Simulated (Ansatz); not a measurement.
**A hypothetical structure for Li2As2Ru**

Starting from a made-up structure for Li2As2Ru, the aim is the relaxed cell, its shortest contacts and, where a second run follows, its electronic structure.

Program: Ansatz 0.2.0. Level of theory: DFT, PBE, plane-wave PAW, files of the set soft_1, scalar-relativistic, no spin, cell and ions relaxed at zero pressure; PAW set soft_1, in the first sound run; inputs show where later runs differ. Results are calculated unless marked as measured.

## (1) Set-up

Symmetry: P-3m1, No. 164, trigonal system. Conventional cell: a = 3.547 Å, b = 3.547 Å, c = 5.903 Å, α = 90.00°, β = 90.00°, γ = 120.00°. Nearest to Ru lie 6 As at 2.43 Å. Nearest to As lie 4 Li at 2.22 to 2.41 Å and 3 Ru at 2.43 Å. Nearest to Li lie 4 As at 2.22 to 2.41 Å. Farther neighbours are not listed.

## (2) Relaxation of the guess

The guessed cell has no reason to be at equilibrium. It is relaxed with the atoms, within the space group of the guess.

Contents of input.yaml:

```yaml
crystal:
  lattice:
    - [3.547, 0.0, 0.0]
    - [-1.7735, 3.071792107, 0.0]
    - [0.0, 0.0, 5.903]
  atoms:
    - { symbol: Ru, position: [0.0, 0.0, 0.0] }
    - { symbol: As, position: [0.333333333, 0.666666667, 0.2229] }
    - { symbol: As, position: [0.666666667, 0.333333333, 0.7771] }
    - { symbol: Li, position: [0.333333333, 0.666666667, 0.6309] }
    - { symbol: Li, position: [0.666666667, 0.333333333, 0.3691] }
kpoints:
  mp_grid: { grid: [9, 9, 5] }
scf:
  occupations: { method: fermi_dirac, width: 0.05 }
hamiltonian:
  xc: pbe
  pseudopotentials: { kind: paw, azcp: { folder: soft_1 } }
relax:
  f_tol: 0.015
  max_steps: 70
  cell: {}
output:
  forces: true
  stress: true
```

The run is started by

```console
$ ansatz run input.yaml --threads 4 --pin off --max-ram 8192MiB --backend cpu --events-out ev --progress --plain --runs-dir out
```

Numbers of over 12 decimals in the logs are rounded to 6 here.

Output:

```text
Engine: ansatz 0.2.0, aarch64-unknown-linux-gnu
Pseudopotentials: kind: paw
Pseudopotential: Ru, paw, valence charge 16, recommended cutoff 420 eV (normal), soft_1/Ru.paw.azcp
Pseudopotential: As, paw, valence charge 15, recommended cutoff 420 eV (normal), soft_1/As.paw.azcp
Pseudopotential: Li, paw, valence charge 3, recommended cutoff 420 eV (normal), soft_1/Li.paw.azcp
Functional definition: PBE
  parameter kappa = 0.804
  parameter beta = 0.066725
  exchange = pbe_x(kappa = kappa, mu = beta*pi^2/3)
  correlation = pbe_c(beta = beta)
Crystal: 5 atoms, lattice volume = 64.317 Å³
Basis set: ecut = 420 eV, 1285 PW (Γ), exchange–correlation on 48×48×80 points (8 copies of the dense FFT grid, shifted against one another)
Bands: 32, of which v1, the nominal top of the filled ones, is band 26 counted from 1 (25 counted from 0)
Symmetry: 12 space group operations
Space group: P-3m1 (ITA 164), of the structure as read, at distance tolerance 4.0e-5 Å
k-points: 50 of 405
Non-local potential: Ru, projectors of the file, l = 0: 3, l = 1: 2, l = 2: 2, l = 3: 1
Non-local potential: As, projectors of the file, l = 0: 2, l = 1: 2, l = 2: 3, l = 3: 1
Non-local potential: Li, projectors of the file, l = 0: 3, l = 1: 2, l = 2: 1
PAW form: soft (Blöchl's): semilocal exchange-correlation on the pseudo side does not see the compensation charge
PAW one-centre angular grid: Ru, 590 points (default); XC on 64 Gauss nodes
PAW one-centre angular grid: As, 590 points (default); XC on 64 Gauss nodes
PAW one-centre angular grid: Li, 110 points (default); XC on 96 Gauss nodes
Initial density: superposition of atomic densities (chi_scale 0.1, normalization cell, long waves kept (reshape's long-wave potential 0.06 eV rms))
Initial wavefunctions: pseudopotential atomic-orbital guess
Functional: x = pbe(κ = 0.804, μ = 0.219515), c = pbe(β = 0.066725)
SCF iter   1: F=—  HF=-16004.567840 eV  |F-HF|=—  |Δ(HF+E_count)|=         —  Δρ=1.39e-1  dr2=3.49e1  ethr=3.10e-3  ⟨swp⟩=5.8  Hψ=6105  notcnv=0
preconditioner: auto → Kerker (q_TF=auto, 2.633 Å⁻¹)  [metal: Δε(μ)=0.016 eV  Ē_g=8.665 eV  σ=0.050 eV  W_gap=0.08  n_scr=22 (ndim 8)  ℏωp=20.7 eV  f_vac=0.000  D(μ)=4.98/eV (n_scr^D=54)]
SCF iter   2: F=—  HF=-16001.492962 eV  |F-HF|=—  |Δ(HF+E_count)|=    3.07e0  Δρ=6.75e-2  dr2=9.01e0  ethr=3.10e-3  ⟨swp⟩=3.4  Hψ=3428  notcnv=0  defer=15
SCF iter   3: F=—  HF=-16000.501616 eV  |F-HF|=—  |Δ(HF+E_count)|=   9.91e-1  Δρ=1.06e-2  dr2=2.86e-1  ethr=3.10e-3  ⟨swp⟩=3.1  Hψ=2538  notcnv=0  defer=33
SCF iter   4: F=—  HF=-16000.456235 eV  |F-HF|=—  |Δ(HF+E_count)|=   4.54e-2  Δρ=3.98e-3  dr2=2.74e-2  ethr=5.50e-4  ⟨swp⟩=3.4  Hψ=3217  notcnv=0  defer=47
SCF iter   5: F=—  HF=-16000.445544 eV  |F-HF|=—  |Δ(HF+E_count)|=   1.07e-2  Δρ=2.06e-3  dr2=4.08e-3  ethr=5.28e-5  ⟨swp⟩=2.0  Hψ=2815  notcnv=0  defer=47
SCF iter   6: F=—  HF=-16000.444312 eV  |F-HF|=—  |Δ(HF+E_count)|=   1.23e-3  Δρ=7.38e-4  dr2=8.13e-4  ethr=7.85e-6  ⟨swp⟩=2.0  Hψ=2363  notcnv=0  defer=47
SCF iter   7: F=—  HF=-16000.444184 eV  |F-HF|=—  |Δ(HF+E_count)|=   1.28e-4  Δρ=2.92e-4  dr2=4.33e-5  ethr=1.56e-6  ⟨swp⟩=2.0  Hψ=1935  notcnv=0  defer=47
SCF iter   8: F=—  HF=-16000.444204 eV  |F-HF|=—  |Δ(HF+E_count)|=   1.99e-5  Δρ=6.12e-5  dr2=2.98e-6  ethr=8.32e-8  ⟨swp⟩=2.0  Hψ=1868  notcnv=0  defer=47
SCF iter   9: F=—  HF=-16000.444206 eV  |F-HF|=—  |Δ(HF+E_count)|=   1.85e-6  Δρ=2.97e-5  dr2=8.77e-7  ethr=5.73e-9  ⟨swp⟩=2.3  Hψ=2208  notcnv=0  defer=47
SCF iter  10: F=—  HF=-16000.444206 eV  |F-HF|=—  |Δ(HF+E_count)|=   4.03e-7  Δρ=1.16e-5  dr2=1.15e-7  ethr=1.69e-9  ⟨swp⟩=2.0  Hψ=2002  notcnv=0  defer=47
SCF iter  11: F=-16000.444206 eV  HF=-16000.444206 eV  |F-HF|=1.96e-9  |Δ(HF+E_count)|=   2.86e-8  Δρ=3.25e-6  dr2=1.19e-8  ethr=1.92e-10  ⟨swp⟩=4.0  Hψ=4987  notcnv=0
SCF 1 converged in 11 iterations: F = -16000.444206 eV  dr2 = 1.19e-8
  greatest PAW one-centre occupation: 1.000 electrons in one spin orbital (limit 2), on the Li atom at site 4 (counted from 0), in its partial waves of l = 0
relax step   1: F+E_penalty+E_count = -16000.44420623 eV  Δ(F+E_penalty+E_count) = +0.000e0 eV  max|allowed force component| = 5.055e-1 eV/Å  Δτ_max = 0.0000 Å  P = +28.375 GPa  Ω = 64.317 Å³  (11 SCF iters, dr2 threshold 1.00e-7 eV, accepted)
Crystal: 5 atoms, lattice volume = 72.049 Å³
Basis set: ecut = 420 eV, 1389 PW (Γ), exchange–correlation on 48×48×80 points (8 copies of the dense FFT grid, shifted against one another)
Initial density: handed on by an earlier stage of this run
Initial wavefunctions: those handed on with the density
iter 1 solved again at ethr=1.44e-3 eV; its pass at ethr=3.10e-3 eV (dr2=7.48e-1 eV) is discarded
SCF iter   1: F=—  HF=-16001.552919 eV  |F-HF|=—  |Δ(HF+E_count)|=         —  Δρ=1.78e-2  dr2=7.50e-1  ethr=1.44e-3  ⟨swp⟩=1.4  Hψ=9417  notcnv=0
preconditioner: auto → LDOS  [metal: Δε(μ)=0.068 eV  Ē_g=8.300 eV  σ=0.050 eV  W_gap=0.31  n_scr=22 (ndim 8)  ℏωp=19.6 eV  f_vac=0.025  D(μ)=2.16/eV (n_scr^D=22)  β→1.0]
SCF iter   2: F=—  HF=-16001.469971 eV  |F-HF|=—  |Δ(HF+E_count)|=   8.29e-2  Δρ=7.56e-3  dr2=5.97e-2  ethr=1.44e-3  ⟨swp⟩=3.2  Hψ=2547  notcnv=0  defer=1
SCF iter   3: F=—  HF=-16001.459578 eV  |F-HF|=—  |Δ(HF+E_count)|=   1.04e-2  Δρ=1.63e-3  dr2=4.76e-3  ethr=1.15e-4  ⟨swp⟩=3.0  Hψ=3504  notcnv=0  defer=46
SCF iter   4: F=—  HF=-16001.457952 eV  |F-HF|=—  |Δ(HF+E_count)|=   1.63e-3  Δρ=5.17e-4  dr2=2.73e-4  ethr=9.15e-6  ⟨swp⟩=2.0  Hψ=2817  notcnv=0  defer=46
SCF iter   5: F=—  HF=-16001.457893 eV  |F-HF|=—  |Δ(HF+E_count)|=   5.91e-5  Δρ=1.36e-4  dr2=1.07e-5  ethr=5.25e-7  ⟨swp⟩=2.0  Hψ=2553  notcnv=0  defer=46
SCF iter   6: F=—  HF=-16001.457896 eV  |F-HF|=—  |Δ(HF+E_count)|=   2.82e-6  Δρ=3.59e-5  dr2=8.90e-7  ethr=2.06e-8  ⟨swp⟩=2.0  Hψ=2663  notcnv=0  defer=46
SCF iter   7: F=-16001.457896 eV  HF=-16001.457896 eV  |F-HF|=3.58e-8  |Δ(HF+E_count)|=   6.18e-8  Δρ=7.17e-6  dr2=2.65e-8  ethr=9.62e-10  ⟨swp⟩=5.0  Hψ=6897  notcnv=0
SCF 2 converged in 7 iterations: F = -16001.457896 eV  dr2 = 2.65e-8
relax step   2: F+E_penalty+E_count = -16001.45789590 eV  Δ(F+E_penalty+E_count) = -1.014e0 eV  max|allowed force component| = 8.016e-1 eV/Å  Δτ_max = 0.0328 Å  P = +10.400 GPa  Ω = 72.049 Å³  energy of the carried Pulay correction = -3.712e-3 eV  (7 SCF iters, dr2 threshold 5.00e-7 eV, accepted)
Crystal: 5 atoms, lattice volume = 77.821 Å³
Basis set: ecut = 420 eV, 1519 PW (Γ), exchange–correlation on 48×48×80 points (8 copies of the dense FFT grid, shifted against one another)
iter 1 solved again at ethr=1.94e-3 eV; its pass at ethr=3.10e-3 eV (dr2=1.01e0 eV) is discarded
SCF iter   1: F=—  HF=-16001.981928 eV  |F-HF|=—  |Δ(HF+E_count)|=         —  Δρ=2.27e-2  dr2=1.02e0  ethr=1.94e-3  ⟨swp⟩=1.3  Hψ=9770  notcnv=0
preconditioner: auto → LDOS  [metal: Δε(μ)=0.050 eV  Ē_g=8.021 eV  σ=0.050 eV  W_gap=0.25  n_scr=22 (ndim 8)  ℏωp=18.8 eV  f_vac=0.037  D(μ)=2.56/eV (n_scr^D=22)  β→1.0]
SCF iter   2: F=—  HF=-16001.868017 eV  |F-HF|=—  |Δ(HF+E_count)|=   1.14e-1  Δρ=6.85e-3  dr2=2.97e-2  ethr=1.94e-3  ⟨swp⟩=3.1  Hψ=2929  notcnv=0
SCF iter   3: F=—  HF=-16001.864010 eV  |F-HF|=—  |Δ(HF+E_count)|=   4.01e-3  Δρ=2.15e-3  dr2=8.81e-3  ethr=5.70e-5  ⟨swp⟩=3.0  Hψ=3697  notcnv=0  defer=48
SCF iter   4: F=—  HF=-16001.859181 eV  |F-HF|=—  |Δ(HF+E_count)|=   4.83e-3  Δρ=7.87e-4  dr2=1.36e-3  ethr=1.69e-5  ⟨swp⟩=2.1  Hψ=2769  notcnv=0  defer=49
SCF iter   5: F=—  HF=-16001.858945 eV  |F-HF|=—  |Δ(HF+E_count)|=   2.36e-4  Δρ=2.02e-4  dr2=4.38e-5  ethr=2.62e-6  ⟨swp⟩=2.9  Hψ=2731  notcnv=0  defer=49
SCF iter   6: F=—  HF=-16001.858943 eV  |F-HF|=—  |Δ(HF+E_count)|=   1.42e-6  Δρ=4.43e-5  dr2=1.63e-6  ethr=8.42e-8  ⟨swp⟩=2.0  Hψ=2618  notcnv=0  defer=49
SCF iter   7: F=-16001.858944 eV  HF=-16001.858944 eV  |F-HF|=4.79e-9  |Δ(HF+E_count)|=   5.72e-7  Δρ=1.27e-5  dr2=1.13e-7  ethr=9.62e-10  ⟨swp⟩=5.8  Hψ=7364  notcnv=0
SCF 3 converged in 7 iterations: F = -16001.858944 eV  dr2 = 1.13e-7
relax step   3: F+E_penalty+E_count = -16001.85894397 eV  Δ(F+E_penalty+E_count) = -4.010e-1 eV  max|allowed force component| = 1.567e-1 eV/Å  Δτ_max = 0.1028 Å  P = +3.244 GPa  Ω = 77.821 Å³  energy of the carried Pulay correction = -6.221e-3 eV  (7 SCF iters, dr2 threshold 5.00e-7 eV, accepted)
[... from here on, the SCF cycles and remarks between the steps are left out ...]
relax step   4: F+E_penalty+E_count = -16001.89904158 eV  Δ(F+E_penalty+E_count) = -4.010e-2 eV  max|allowed force component| = 1.072e-1 eV/Å  Δτ_max = 0.0315 Å  P = +0.413 GPa  Ω = 80.560 Å³  energy of the carried Pulay correction = -7.342e-3 eV  (6 SCF iters, dr2 threshold 5.00e-7 eV, accepted)
relax step   5: F+E_penalty+E_count = -16001.90006042 eV  Δ(F+E_penalty+E_count) = -1.019e-3 eV  max|allowed force component| = 4.475e-2 eV/Å  Δτ_max = 0.0274 Å  P = +0.193 GPa  Ω = 81.653 Å³  energy of the carried Pulay correction = -7.778e-3 eV  (5 SCF iters, dr2 threshold 5.00e-7 eV, accepted)
relax step   6: F+E_penalty+E_count = -16001.90196201 eV  Δ(F+E_penalty+E_count) = -1.902e-3 eV  max|allowed force component| = 9.599e-3 eV/Å  Δτ_max = 0.0070 Å  P = -0.054 GPa  Ω = 81.470 Å³  energy of the carried Pulay correction = -7.706e-3 eV  (5 SCF iters, dr2 threshold 4.74e-7 eV, accepted)
relax step   7: F+E_penalty+E_count = -16001.90205767 eV  Δ(F+E_penalty+E_count) = -9.567e-5 eV  max|allowed force component| = 2.105e-3 eV/Å  Δτ_max = 0.0013 Å  P = +0.009 GPa  Ω = 81.394 Å³  energy of the carried Pulay correction = -7.676e-3 eV  (5 SCF iters, dr2 threshold 3.16e-8 eV, accepted)
relax step   8: F+E_penalty+E_count = -16001.92803899 eV  Δ(F+E_penalty+E_count) = -2.598e-2 eV  max|allowed force component| = 1.559e-2 eV/Å  Δτ_max = 0.0000 Å  P = +0.405 GPa  Ω = 81.394 Å³  stress off target by 5.64e-1 GPa  SCF on the basis re-selected at this cell (its energy is not comparable with the rows above)  (7 SCF iters)
relax step   9: F+E_penalty+E_count = -16001.92953186 eV  Δ(F+E_penalty+E_count) = -1.493e-3 eV  max|allowed force component| = 9.485e-3 eV/Å  Δτ_max = 0.0091 Å  P = -0.029 GPa  Ω = 81.845 Å³  energy of the carried Pulay correction = -1.312e-4 eV  (6 SCF iters, dr2 threshold 5.00e-7 eV, accepted)
relax step  10: F+E_penalty+E_count = -16001.92973587 eV  Δ(F+E_penalty+E_count) = -2.040e-4 eV  max|allowed force component| = 3.370e-4 eV/Å  Δτ_max = 0.0084 Å  P = -0.012 GPa  Ω = 81.823 Å³  energy of the carried Pulay correction = -1.222e-4 eV  (6 SCF iters, dr2 threshold 2.26e-8 eV, accepted)
iter 1 solved again at ethr=1.11e-7 eV; its pass at ethr=3.10e-3 eV (dr2=5.78e-5 eV) is discarded
SCF iter   1: F=—  HF=-16001.929881 eV  |F-HF|=—  |Δ(HF+E_count)|=         —  Δρ=4.18e-5  dr2=5.12e-8  ethr=1.11e-7  ⟨swp⟩=3.3  Hψ=10087  notcnv=0
preconditioner: auto → LDOS  [metal: Δε(μ)=0.040 eV  Ē_g=7.694 eV  σ=0.050 eV  W_gap=0.20  n_scr=22 (ndim 8)  ℏωp=18.4 eV  f_vac=0.035  D(μ)=3.06/eV (n_scr^D=22)  β→1.0]
SCF iter   2: F=—  HF=-16001.929858 eV  |F-HF|=—  |Δ(HF+E_count)|=   2.31e-5  Δρ=4.36e-6  dr2=9.54e-9  ethr=9.85e-11  ⟨swp⟩=2.8  Hψ=3033  notcnv=0
SCF iter   3: F=—  HF=-16001.929858 eV  |F-HF|=—  |Δ(HF+E_count)|=   2.40e-9  Δρ=1.75e-6  dr2=2.13e-9  ethr=1.83e-11  ⟨swp⟩=2.0  Hψ=2902  notcnv=0
SCF iter   4: F=—  HF=-16001.929858 eV  |F-HF|=—  |Δ(HF+E_count)|=   2.11e-9  Δρ=5.03e-7  dr2=1.24e-10  ethr=4.10e-12  ⟨swp⟩=2.0  Hψ=1961  notcnv=0
SCF iter   5: F=-16001.929858 eV  HF=-16001.929858 eV  |F-HF|=3.64e-12  |Δ(HF+E_count)|=  1.93e-10  Δρ=7.23e-8  dr2=7.04e-12  ethr=1.00e-12  ⟨swp⟩=4.0  Hψ=5710  notcnv=0
SCF 11 converged in 5 iterations: F = -16001.929858 eV  dr2 = 7.04e-12
relax step  11: F+E_penalty+E_count = -16001.92985821 eV  Δ(F+E_penalty+E_count) = -1.223e-4 eV  max|allowed force component| = 4.437e-4 eV/Å  Δτ_max = 0.0000 Å  P = -0.013 GPa  Ω = 81.823 Å³  stress off target by 2.87e-2 GPa  SCF on the basis re-selected at this cell (its energy is not comparable with the rows above)  (5 SCF iters)
basis re-selected at this cell: Δ(F+E_penalty+E_count) = -1.223e-4 eV, ΔP = -0.001 GPa vs the last step (what re-selecting the basis moved, of the pressure what is left beyond the Pulay correction that the steps carried, after the strain that the cell walked since its last selection, with what the two solves' SCF thresholds leave and, on support functions, any second-order correction that the steps lacked; it is no m [...]
SCF converged after 5 iterations
Free energy (F): -16001.929858 eV
Harris-Foulkes:  -16001.929858 eV  (|F-HF|=3.64e-12)
Internal energy: -16001.904090 eV  (E = F + TS)
E sigma→0 (E₀):  -16001.916974 eV
Entropy (-TS):   -0.025769 eV (-5.154 meV/atom)
Fermi energy:    9.525869 eV
--- Per-component energies (eV) ---
  E_band       = -874.483746
  E_kinetic    = 690.247809
  E_local      = -7214.575228  (includes V_loc(G=0)·N_el)
  E_nonlocal   = -408.724730
  E_hartree    = 3497.150329
  E_xc         = -328.915971
  E_vxc        = -385.970646  (∫ρ·V_xc dr)
  E_paw        = -7579.134536  (= ΣΔE_a)
  E_vpaw       = -549.762683  (= ΣTr[D̂ρ^β])
  E_aug_tail   = 0.001151  (compensation charges beyond the density's cutoff)
  E_ewald      = -4657.952912
  E_smearing   = -0.025769  (= −TS)
  E_closure    = -0.000000  (closes the sum)
  Σ components = -16001.929858   (vs F -16001.929858, Δ=0.00e0)
--- Forces (eV/Å), atoms counted from 1 ---
  atom   1  Ru     0.00000000    -0.00000000     0.00000000
  atom   2  As     0.00000000     0.00000000    -0.00044374
  atom   3  As     0.00000000    -0.00000000     0.00044374
  atom   4  Li     0.00000000    -0.00000000    -0.00034104
  atom   5  Li     0.00000000     0.00000000     0.00034104
  max |Σ_I F_I| component: 9.54e-18 eV/Å
--- Stress (GPa, compression-positive) ---
       -0.005381       0.000000       0.000000
        0.000000      -0.005381       0.000000
        0.000000       0.000000      -0.028667
  P = ⅓ Tr σ = -0.0131 GPa (-0.131 kbar)
--- Relaxed structure (9 steps of the walk, 9 accepted, 2 SCFs on fresh bases) ---
  F+E_penalty+E_count = -16001.92985821 eV   max|allowed force component| = 4.437e-4 eV/Å   (the final SCF, on the basis selected at the relaxed cell)
  cell:  # Å, volume = 81.8228 Å³
    - [3.988636, 0, 0]
    - [-1.994318, 3.454260, 0]
    - [0, 0, 5.938750]
  atoms:
    - { symbol: Ru, position: [0, 0, 0] }
    - { symbol: As, position: [0.333333, 0.666667, 0.189461] }
    - { symbol: As, position: [0.666667, 0.333333, 0.810539] }
    - { symbol: Li, position: [0.333333, 0.666667, 0.654566] }
    - { symbol: Li, position: [0.666667, 0.333333, 0.345434] }
```

Elapsed: 14 s, on 4 threads of Arm Neoverse V2, shared host; peak memory 0.47 GiB.

Step by step:

```csv
step,energy less that of the first step (eV),largest force component (eV/Å),pressure (GPa),volume (Å³)
1,0.0000,0.5055,28.38,64.32
2,-1.0137,0.8016,10.40,72.05
3,-1.4147,0.1567,3.24,77.82
4,-1.4548,0.1072,0.41,80.56
5,-1.4559,0.0447,0.19,81.65
6,-1.4578,0.0096,-0.05,81.47
7,-1.4579,0.0021,0.01,81.39
8*,-1.4838,0.0156,0.40,81.39
9,-1.4853,0.0095,-0.03,81.84
10,-1.4855,0.0003,-0.01,81.82
11*,-1.4857,0.0004,-0.01,81.82
```

Relaxation steps marked * repeat the geometry before them on a plane-wave basis chosen anew for their cell, so energy and pressure can jump there.

Forces are held to the 12 operations that the run works with; a distortion that breaks them can't arise in this run.

```
     cell as run  before  after   change
           a (Å)   3.547  3.989  +12.5 %
           b (Å)   3.547  3.989  +12.5 %
           c (Å)   5.903  5.939   +0.6 %
volume (Å³/atom)   12.86  16.36  +27.2 %
```

The atoms that moved most (Å, as changes of fractional coordinates times the final cell):

```csv
atom,dx,dy,dz,length
As3,0.000,0.000,0.199,0.199
As2,0.000,0.000,-0.199,0.199
Li4,0.000,0.000,0.141,0.141
Li5,0.000,0.000,-0.141,0.141
```

Final coordinates:

```xyz
5
Lattice="3.9886 0.0000 0.0000 -1.9943 3.4543 0.0000 0.0000 0.0000 5.9387" Properties=species:S:1:pos:R:3 pbc="T T T"
Ru    0.0000    0.0000    0.0000
As    0.0000    2.3028    1.1252
As    1.9943    1.1514    4.8136
Li    0.0000    2.3028    3.8873
Li    1.9943    1.1514    2.0514
```

Numbers from this step:

| Property | Result |
| --- | --- |
| free energy | -16001.9299 eV |
| energy at zero smearing | -16001.9170 eV |
| smearing term TS | 0.02577 eV |
| Fermi energy | 9.526 eV |
| electrons | 52 |
| symmetry operations | 12 |
| pressure | -0.01314 GPa |

The shortest distance of each pair, which need not be the same contact before and after:

```csv
pair,guess (Å),relaxed (Å)
As–Li,2.222,2.482
As–Ru,2.434,2.563
Li–Li,2.566,2.945
Li–Ru,2.990,3.084
As–As,3.334,3.220
```

The relaxation ends with a largest force component of 4.4e-4 eV/Å and a pressure of -0.01 GPa.

(Continued in part 2 of 2.)

[Logs are printed without paths, hosts, clocks, repeated set-up lines and the standing remarks that a program may print on its own settings, such as how far it seeks lower states.]

[Hosts, paths, dates, database ids (printed as entryN), source tags and the programs' standing remarks are cut or masked in the printed files.]
